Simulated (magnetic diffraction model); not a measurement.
**HoBiS₃: what an assumed order does to the neutron pattern**

Space group R3c (no. 161), a = 6.9740 Å, c = 18.2290 Å.

| site | atom | x | y | z |
| --- | --- | --- | --- | --- |
| 6a | Bi | 1/3 | 2/3 | 0.1757 |
| 6a | Ho | 2/3 | 1/3 | 0.0522 |
| 18b | S | 0.6340 | 0.9291 | 0.2834 |

This is a made-up structure (elements placed in a structure type, unrelaxed), so the numbers test the method and describe no known phase.

Only Ho is taken to order (form factors of Ho3+); orders and moment sizes are assumed, and not adapted to the symmetry. Radiation: neutrons of λ = 2.567 Å, 3° to 70°; isotropic B of 0.47 Å² (Bi), 0.62 Å² (Ho) and 0.76 Å² (S). Simulated constant-wavelength pattern: nuclear and magnetic terms add, the magnetic one as |2.695 fm × Σ f S⊥ exp(2πi Q·r) exp(−B s²)|², summed over all Q at one angle with the factor 1/(sin²θ cos θ). For collinear order S is the moment m, which repeats by lattice and centring translations R with the sign exp(−2πi k·R). Free-ion form factors, Sears's scattering lengths of 1992, no absorption; a label names one of the reflections at its angle. The strongest nuclear line in the range is 100, and lines under 0.2 are left out.

Assume the order k = (0 0 3/2), collinear moments along [101], 9.5 μB on Ho; signs + at (2/3, 1/3, 0.0522), − at (0, 0, 0.2189).

Q: Where does magnetic intensity appear, and how strong is it?

| 2θ (°) | index | nuclear | magnetic |
| --- | --- | --- | --- |
| 12.12 | (0 0 3/2) | 0.0 | 75.5 |
| 24.88 | (0 1 1/2) | 0.0 | 377.6 |
| 29.54 | (0 1 2) | 31.9 | 0.0 |
| 32.04 | (1 0 5/2) | 0.0 | 148.8 |
| 36.94 | (0 0 9/2) | 0.0 | 7.8 |
| 37.98 | (0 1 7/2) | 0.0 | 81.2 |
| 41.32 | (1 0 4) | 84.3 | 0.0 |
| 43.20 | (1 1 0) | 78.6 | 0.0 |
| 45.03 | (1 1 3/2) | 0.0 | 209.8 |
| 49.98 | (0 0 6) | 1.2 | 0.0 |
| 50.22 | (1 1 3) | 28.7 | 0.0 |
| 50.49 | (2 0 1/2) | 0.0 | 87.6 |
| 52.43 | (1 0 11/2) | 0.0 | 27.3 |
| 53.20 | (2 0 2) | 4.2 | 0.0 |
| 54.78 | (0 2 5/2) | 0.0 | 64.7 |
| 58.11 | (1 1 9/2) | 0.0 | 82.7 |
| 58.85 | (2 0 7/2) | 0.0 | 49.8 |
| 60.61 | (0 1 13/2) | 0.0 | 17.3 |
| 61.31 | (0 2 4) | 78.5 | 0.0 |
| 63.75 | (0 0 15/2) | 0.0 | 2.4 |
| 68.16 | (1 1 6) | 100.0 | 0.0 |
| 68.58 | (1 2 1/2) | 0.0 | 91.9 |
| 69.03 | (2 1 1) | 7.2 | 0.0 |

The strongest magnetic line in the range is (0 1 1/2) at 24.88° (377.6). On top of the Lorentz factor, which all lines share, magnetic lines fade with angle because f falls: for Ho3+ it is 0.96, 0.85, 0.71 and 0.44 at sin θ/λ = 0.1, 0.2, 0.3 and 0.5 Å⁻¹, while nuclear lengths stay constant. The order has no net moment.
